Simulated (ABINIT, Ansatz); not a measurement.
Entries from a set of simulations; values are calculated unless marked as measured.

## How the form of the self-energy moves the gap of VCu3S4 (Sulvanite)

The structure is cubic, space group P-43m (No. 215). The conventional cell has a = 5.391 Å, b = 5.391 Å, c = 5.391 Å, α = 90.00°, β = 90.00°, γ = 90.00°. Nearest to V lie 4 S at 2.21 Å. Nearest to Cu lie 4 S at 2.30 Å. S has 1 V at 2.21 Å and 3 Cu at 2.30 Å nearest. Farther neighbours, and contacts between anions beyond the nearest, are not listed.

```
method                             : RPA screening on LDA, plane waves, norm-conserving pseudopotentials (and 3 further levels or steps)
program                            : ABINIT 10.8.3
settings                           : cutoff 38 Ha, PseudoDojo scalar-relativistic 0.4.1 standard, norm-conserving, ngkpt (2, 2, 2), nband 237, ecuteps 5.2 Ha, inclvkb 2, shiftk (0, 0, 0), symchi 1, awtr 1, frequency ppm, 2×2×2 k-mesh
cost                               : 6 runs, 14 min in all on 4 MPI ranks of Arm Neoverse V2, shared host
notes                              : In doubt: a PseudoDojo file used here is known to give poor structures and forces, which bears on pressures, cells, forces and phonons. The cell and positions come from the Crystallography Open Database and are kept as given unless a step says otherwise. Limits: no spin polarisation; d shell near the gap, gap tends to lie low; d states lean on the start. The 2×2×2 mesh is coarse for this cell, which bears on the long-range parts of exchange and screening. The runs have no spin polarisation. For a closed low-spin shell that is the natural state; where a d or f shell is open it is a constraint, and the gap is then not the crystal’s own.
G0W0, Godby-Needs plasmon pole     : 2.215 eV
G0W0, Hybertsen-Louie plasmon pole : 2.885 eV
G0W0, Engel-Farid plasmon pole     : 2.340 eV
one-shot Hartree-Fock              : 10.606 eV
known limits                       : short of the basis limit; no spin polarisation; d shell near the gap, gap tends to lie low; d states lean on the start; coarse k mesh
```

G0W0, Hybertsen-Louie plasmon pole: +0.670 eV against G0W0, Godby-Needs plasmon pole. G0W0, Engel-Farid plasmon pole: +0.125 eV against G0W0, Godby-Needs plasmon pole.

[Long decimals in the printed logs are rounded to 6 places.]

[Logs are printed without paths, hosts, clocks, repeated set-up lines and the standing remarks that a program may print on its own settings, such as how far it seeks lower states.]

[Paths, hosts, dates, memory and timing lines, banners, echoed tables and standing remarks are left out of the program output; an Ansatz launch command may be rebuilt from the run's recorded settings. Measured values are a selection of at most five: reports struck by readers or far from the other reports are left out. None is set beside runs whose start may be inverted or whose files or cutoffs have a known fault.]

[Runs of the session that timed out or met a known fault of the program may be left out.]

[Hosts, paths, dates, database ids (printed as entryN), source tags and the programs' standing remarks are cut or masked in the printed files.]

[G0W0 gaps are taken among the corrected bands and points alone; a level outside them can change the order at an edge.]

[Where Ansatz stands beside ABINIT at settings called matched, ABINIT's density can come from a denser mesh and the files from another edition; pairs whose starting gaps differed by over 0.03 eV were left out, so agreement reads better than it is.]
